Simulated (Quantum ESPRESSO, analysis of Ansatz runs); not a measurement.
# MgAl2C2 (P-3m1), nudged elastic band: Mg_i by the interstitialcy path (q = +2) (Quantum ESPRESSO), part 2 of 3

Aim: the barrier of one jump in MgAl2C2 (P-3m1) at charge +2: Mg_i by the interstitialcy path. The model is a cell of 90 host atoms with 1 Mg put in; Mg is the atom that moves.

Quantum ESPRESSO 7.5; Quantum ESPRESSO plane-wave DFT, PBEsol, GBRV 1.5 PBEsol potentials; nudged elastic band between two relaxed defect structures at fixed charge in a uniform background.

So far: Starting point; Relaxation of the start point, charge +2.

**3. Relaxation of the end point, charge +2**

Level of this step: Quantum ESPRESSO plane-wave DFT, PBEsol, GBRV 1.5 PBEsol potentials; relaxation of all atoms of a defect supercell at fixed charge in a uniform background (Quantum ESPRESSO).

The end point is relaxed in the same cell and settings, so that the two energies compare. Atoms more than 3.2 Å from the middle of the hop start where the first relaxation left them, the nearer ones on or close to their ideal places, with small random displacements.

Input file pw.in:

```
&CONTROL
  calculation = 'relax'
  prefix = 'pwscf'
  outdir = './tmp'
  pseudo_dir = './pseudo'
  tprnfor = .true.
  disk_io = 'low'
  nstep = 70
  forc_conv_thr = 0.00078
  etot_conv_thr = 0.0001
/
&SYSTEM
  ibrav = 0
  nat = 91
  ntyp = 3
  ecutwfc = 40
  ecutrho = 324
  nbnd = 224
  occupations = 'fixed'
  tot_charge = 2
  nosym = .true.
/
&ELECTRONS
  conv_thr = 9d-08
  electron_maxstep = 100
  mixing_beta = 0.5
/
&IONS
  ion_dynamics = 'bfgs'
/
ATOMIC_SPECIES
Mg    24.3050 mg_pbesol_v1.4.uspp.F.UPF
Al    26.9815 al_pbesol_v1.uspp.F.UPF
C     12.0110 c_pbesol_v1.2.uspp.F.UPF
CELL_PARAMETERS angstrom
  10.1245332437    0.0000000000    0.0000000000
  -5.0622666219    8.7681028566    0.0000000000
   0.0000000000    0.0000000000   11.5437997057
ATOMIC_POSITIONS crystal
Mg     0.0036151154    0.0053850744   -0.0062325454
Al     0.2216983098    0.1111940558    0.1737640186
[... 39 atom lines left out ...]
Al     0.5563222421    0.4453038786    0.1754491144
Al     0.4258342647    0.5462401196    0.3313114051
C      0.4443009201    0.5564248862    0.1343682989
[... 5 atom lines left out ...]
C      0.5555551847    0.4435118926    0.8651065135
[... 1 atom line left out ...]
Al     0.5562495842    0.7776024678    0.1754748575
[... 7 atom lines left out ...]
C      0.5556132845    0.7786247852    0.8649090654
[... 13 atom lines left out ...]
C      0.7782470279    0.5549114939    0.1344359406
[... 6 atom lines left out ...]
Mg     0.6672892029    0.6675090734   -0.1676113280
Al     0.8895201797    0.7772928885    0.1751282969
[... 1 atom line left out ...]
C      0.7778910525    0.8881499923    0.1351137587
[... 5 atom lines left out ...]
C      0.8887486764    0.7768361445    0.8657858476
Mg     0.6660211071    0.6666856358   -0.0006480647
K_POINTS gamma
```

The run is started by

```console
$ OMP_NUM_THREADS=1 mpirun -n 4 pw.x -in pw.in > pw.out
```

The program printed:

```text
[shortened: banners, details of potentials and solvers, and blank lines are left out]
[banner, memory and clock lines left out]
     gamma-point specific algorithms are used
     one sub-group per band group will be used
     bravais-lattice index     =            0
     lattice parameter (alat)  =      19.1326  a.u.
     unit-cell volume          =    6915.5389 (a.u.)^3
     number of atoms/cell      =           91
     number of atomic types    =            3
     number of electrons       =       440.00
     number of Kohn-Sham states=          224
     kinetic-energy cutoff     =      40.0000  Ry
     charge density cutoff     =     324.0000  Ry
     scf convergence threshold =      9.0E-08
     mixing beta               =       0.5000
     number of iterations used =            8  plain     mixing
     energy convergence thresh.=      1.0E-04
     force convergence thresh. =      7.8E-04
     Exchange-correlation= SLA  PW   PSX  PSC
                           (   1   4  10   8   0   0   0)
     nstep                     =           70
     crystal axes: (cart. coord. in units of alat)
               a(1) = (   1.000000   0.000000   0.000000 )
               a(2) = (  -0.500000   0.866025   0.000000 )
               a(3) = (   0.000000   0.000000   1.140181 )
     PseudoPot. # 1 for Mg read from file:
     mg_pbesol_v1.4.uspp.F.UPF
     Pseudo is Ultrasoft, Zval = 10.0
[...]
PseudoPot. # 2 for Al read from file:
     al_pbesol_v1.uspp.F.UPF
     Pseudo is Ultrasoft + core correction, Zval =  3.0
[...]
PseudoPot. # 3 for C  read from file:
     c_pbesol_v1.2.uspp.F.UPF
     Pseudo is Ultrasoft + core correction, Zval =  4.0
     atomic species   valence    mass     pseudopotential
     Mg               10.00    24.30500     Mg( 1.00)
     Al                3.00    26.98150     Al( 1.00)
     C                 4.00    12.01100     C ( 1.00)
     No symmetry found
     site n.     atom                  positions (alat units)
         1        Mg     tau(   1) = (   0.0009226   0.0046636  -0.0071062  )
         2        Al     tau(   2) = (   0.1661013   0.0962969   0.1981224  )
         3        Al     tau(   3) = (  -0.0004965   0.1920156   0.3698106  )
         4        C      tau(   4) = (  -0.0004800   0.1926765   0.1530002  )
         5        C      tau(   5) = (   0.1668660   0.0971947   0.4150335  )
         6        Mg     tau(   6) = (   0.0035816   0.0052143   0.5756024  )
         7        Al     tau(   7) = (   0.1673619   0.0947220   0.7717069  )
         8        Al     tau(   8) = (  -0.0005586   0.1936375   0.9358946  )
[...]
number of k points=     1
                       cart. coord. in units 2pi/alat
        k(    1) = (   0.0000000   0.0000000   0.0000000), wk =   2.0000000
     Dense  grid:   340365 G-vectors     FFT dimensions: ( 120, 120, 125)
     Smooth grid:   118226 G-vectors     FFT dimensions: (  80,  80,  90)
     starting charge     436.2095, renormalised to     440.0000
     Self-consistent Calculation
     iteration #  1     ecut=    40.00 Ry     beta= 0.50
     total energy              =   -3024.94477288 Ry
     estimated scf accuracy    <      19.27429085 Ry
     iteration #  2     ecut=    40.00 Ry     beta= 0.50
     total energy              =   -3029.38236392 Ry
     estimated scf accuracy    <       4.27161844 Ry
     iteration #  3     ecut=    40.00 Ry     beta= 0.50
     total energy              =   -3030.21687796 Ry
     estimated scf accuracy    <       4.18475381 Ry
[...]
estimated scf accuracy    <       0.00009415 Ry
     iteration # 10     ecut=    40.00 Ry     beta= 0.50
     total energy              =   -3030.63794323 Ry
     estimated scf accuracy    <       0.00001900 Ry
[... 170 further cycles ...]
     iteration #  8     ecut=    40.00 Ry     beta= 0.50
     total energy              =   -3031.28336092 Ry
     estimated scf accuracy    <          1.0E-09 Ry
     iteration #  9     ecut=    40.00 Ry     beta= 0.50
     End of self-consistent calculation
          k = 0.0000 0.0000 0.0000 ( 14767 PWs)   bands (ev):
   -66.2631 -66.2431 -66.2374 -66.1970 -66.1968 -66.1967 -66.1963 -66.1962
   -66.1960 -66.1946 -66.1943 -66.1943 -66.1940 -66.1939 -66.1937 -66.1586
   -66.1488 -65.9311 -65.9210 -33.3006 -33.3005 -33.2471 -33.2177 -33.2065
   -33.2023 -33.2022 -33.1966 -33.1966 -33.1760 -33.1753 -33.1752 -33.1742
   -33.1741 -33.1739 -33.1734 -33.1731 -33.1731 -33.1720 -33.1720 -33.1713
   -33.1609 -33.1600 -33.1599 -33.1597 -33.1582 -33.1578 -33.1578 -33.1575
   -33.1573 -33.1573 -33.1561 -33.1561 -33.1550 -33.1549 -33.1539 -33.1538
   -33.1536 -33.1528 -33.1527 -33.1515 -33.1509 -33.1504 -33.1504 -33.1493
[...]
highest occupied, lowest unoccupied level (ev):     8.5242   11.0317
!    total energy              =   -3031.28336092 Ry
     estimated scf accuracy    <          1.5E-10 Ry
     The total energy is the sum of the following terms:
     one-electron contribution =   -1877.42548283 Ry
     hartree contribution      =    1078.47712284 Ry
     xc contribution           =    -603.13518302 Ry
     ewald contribution        =   -1629.19981791 Ry
     convergence has been achieved in   9 iterations
     Forces acting on atoms (cartesian axes, Ry/au):
     atom    1 type  1   force =    -0.00006581    0.00015340    0.00026285
     atom    2 type  2   force =     0.00010005   -0.00016744    0.00018788
     atom    3 type  2   force =    -0.00000049   -0.00010858   -0.00012536
     atom    4 type  3   force =     0.00025924   -0.00016964   -0.00025144
     atom    5 type  3   force =     0.00006200   -0.00003277    0.00060063
     atom    6 type  1   force =    -0.00048531    0.00000914   -0.00037416
     atom    7 type  2   force =    -0.00032776    0.00020593   -0.00053299
     atom    8 type  2   force =     0.00014727   -0.00008999    0.00034633
[...]
Total force =     0.004369     Total SCF correction =     0.000033
     Energy error            =      5.0E-05 Ry
     Gradient error          =      9.0E-04 Ry/Bohr
     number of scf cycles    =  19
     number of bfgs steps    =  18
     energy             old  =   -3031.2833106329 Ry
     energy             new  =   -3031.2833609181 Ry
     CASE: energy            _new < energy            _old
     new trust radius        =       0.0034916198 bohr
     new conv_thr            =       0.0000000009 Ry
ATOMIC_POSITIONS (crystal)
Mg               0.0062900755        0.0047918281        0.0056110701
Al               0.2228963548        0.1107302156        0.1779023570
Al               0.1105460389        0.2230475707        0.3224930601
C                0.1116452399        0.2219401760        0.1367499041
C                0.2218524232        0.1117650714        0.3635857418
Mg               0.0052930799        0.0065016223        0.4949333741
Al               0.2223189276        0.1111687000        0.6756433049
Al               0.1112131045        0.2223175523        0.8249205815
[...]
Self-consistent Calculation
     iteration #  1     ecut=    40.00 Ry     beta= 0.50
     total energy              =   -3031.28338335 Ry
     estimated scf accuracy    <       0.00001546 Ry
     iteration #  2     ecut=    40.00 Ry     beta= 0.50
     total energy              =   -3031.28338591 Ry
     estimated scf accuracy    <       0.00000611 Ry
     iteration #  3     ecut=    40.00 Ry     beta= 0.50
     total energy              =   -3031.28338718 Ry
     estimated scf accuracy    <       0.00000157 Ry
[...]
estimated scf accuracy    <       0.00000004 Ry
     iteration #  6     ecut=    40.00 Ry     beta= 0.50
     total energy              =   -3031.28338749 Ry
     estimated scf accuracy    <          7.7E-09 Ry
     iteration #  7     ecut=    40.00 Ry     beta= 0.50
     total energy              =   -3031.28338749 Ry
     estimated scf accuracy    <          1.9E-09 Ry
     iteration #  8     ecut=    40.00 Ry     beta= 0.50
     End of self-consistent calculation
          k = 0.0000 0.0000 0.0000 ( 14767 PWs)   bands (ev):
   -66.2603 -66.2424 -66.2366 -66.1961 -66.1959 -66.1958 -66.1955 -66.1954
   -66.1952 -66.1947 -66.1945 -66.1944 -66.1942 -66.1941 -66.1939 -66.1548
   -66.1502 -65.9309 -65.9215 -33.2978 -33.2978 -33.2446 -33.2169 -33.2053
   -33.2016 -33.2015 -33.1959 -33.1958 -33.1752 -33.1744 -33.1744 -33.1740
   -33.1734 -33.1734 -33.1733 -33.1732 -33.1727 -33.1722 -33.1721 -33.1714
   -33.1599 -33.1592 -33.1589 -33.1589 -33.1583 -33.1579 -33.1575 -33.1575
   -33.1568 -33.1566 -33.1553 -33.1553 -33.1552 -33.1551 -33.1540 -33.1540
   -33.1527 -33.1519 -33.1519 -33.1511 -33.1507 -33.1506 -33.1506 -33.1495
[...]
highest occupied, lowest unoccupied level (ev):     8.5234   11.0322
!    total energy              =   -3031.28338749 Ry
     estimated scf accuracy    <          3.6E-10 Ry
     The total energy is the sum of the following terms:
     one-electron contribution =   -1877.44834618 Ry
     hartree contribution      =    1078.49171026 Ry
     xc contribution           =    -603.13401414 Ry
     ewald contribution        =   -1629.19273743 Ry
     convergence has been achieved in   8 iterations
     Forces acting on atoms (cartesian axes, Ry/au):
     atom    1 type  1   force =    -0.00004543    0.00007256    0.00010462
     atom    2 type  2   force =     0.00014928   -0.00015380    0.00012216
     atom    3 type  2   force =     0.00020851   -0.00017855   -0.00000053
     atom    4 type  3   force =     0.00017644   -0.00012976   -0.00023494
     atom    5 type  3   force =     0.00006695   -0.00004339    0.00042897
     atom    6 type  1   force =    -0.00039126   -0.00004838   -0.00038099
     atom    7 type  2   force =    -0.00021771    0.00014349   -0.00020876
     atom    8 type  2   force =    -0.00003392   -0.00000168    0.00018775
[...]
Total force =     0.003315     Total SCF correction =     0.000056
     Energy error            =      2.7E-05 Ry
     Gradient error          =      6.3E-04 Ry/Bohr
     bfgs converged in  20 scf cycles and  19 bfgs steps
     (criteria: energy <  1.0E-04 Ry, force <  7.8E-04 Ry/Bohr)
     End of BFGS Geometry Optimization
     Final energy             =   -3031.2833874867 Ry
Begin final coordinates
ATOMIC_POSITIONS (crystal)
Mg               0.0062900755        0.0047918281        0.0056110701
Al               0.2228963548        0.1107302156        0.1779023570
Al               0.1105460389        0.2230475707        0.3224930601
C                0.1116452399        0.2219401760        0.1367499041
C                0.2218524232        0.1117650714        0.3635857418
Mg               0.0052930799        0.0065016223        0.4949333741
Al               0.2223189276        0.1111687000        0.6756433049
Al               0.1112131045        0.2223175523        0.8249205815
[...]
End final coordinates
```

The job ended after 15 min (4 MPI ranks of Arm Neoverse V2, shared host; peak memory 2 GiB).

Relaxation path:

```tsv
step	energy less that of the first step (eV)
0	0.0000
1	-5.5441
2	-6.8694
3	-7.5707
4	-7.7873
5	-7.9992
6	-8.2490
7	-8.4445
8	-8.5468
9	-8.6577
10	-8.7050
11	-8.7378
12	-8.7546
13	-8.7662
14	-8.7732
15	-8.7772
16	-8.7793
17	-8.7806
18	-8.7813
19	-8.7817
```

The atoms that moved most (Å):

```tsv
atom	dx	dy	dz	length
Mg81	-0.002	-0.006	-0.946	0.946
Al78	0.156	-0.091	0.114	0.214
Al48	-0.157	-0.089	0.114	0.213
Al88	0.006	0.177	0.107	0.207
Al83	0.005	-0.177	-0.085	0.197
Al87	0.148	0.084	-0.092	0.193
Al47	0.009	-0.175	-0.080	0.193
Al57	-0.151	0.080	-0.074	0.187
```

Neighbours of Mg91 at the end:

```tsv
atom	distance (Å)
C74	2.468
C44	2.468
C84	2.468
C90	2.550
C50	2.551
C60	2.551
Al52	2.779
Al42	2.779
Al82	2.779
```

Numbers from this step:

| Property | Result |
| --- | --- |
| highest filled level | 8.523 eV |
| lowest empty level | 11.03 eV |
| r.m.s. move of the farther half of the atoms | 0.06303 Å |
| largest move from the ideal geometry of this structure, a common shift of the far atoms taken out | 0.9281 Å |

The relaxation gained 8.782 eV and ended with a largest force component of 0.016 eV/Å. The end lies within 1 meV of the start.

[end of part 2 of 3]

[Logs are printed without paths, hosts, clocks, repeated set-up lines and the standing remarks that a program may print on its own settings, such as how far it seeks lower states.]

[Hosts, paths, dates, database ids (printed as entryN), source tags and the programs' standing remarks are cut or masked in the printed files.]
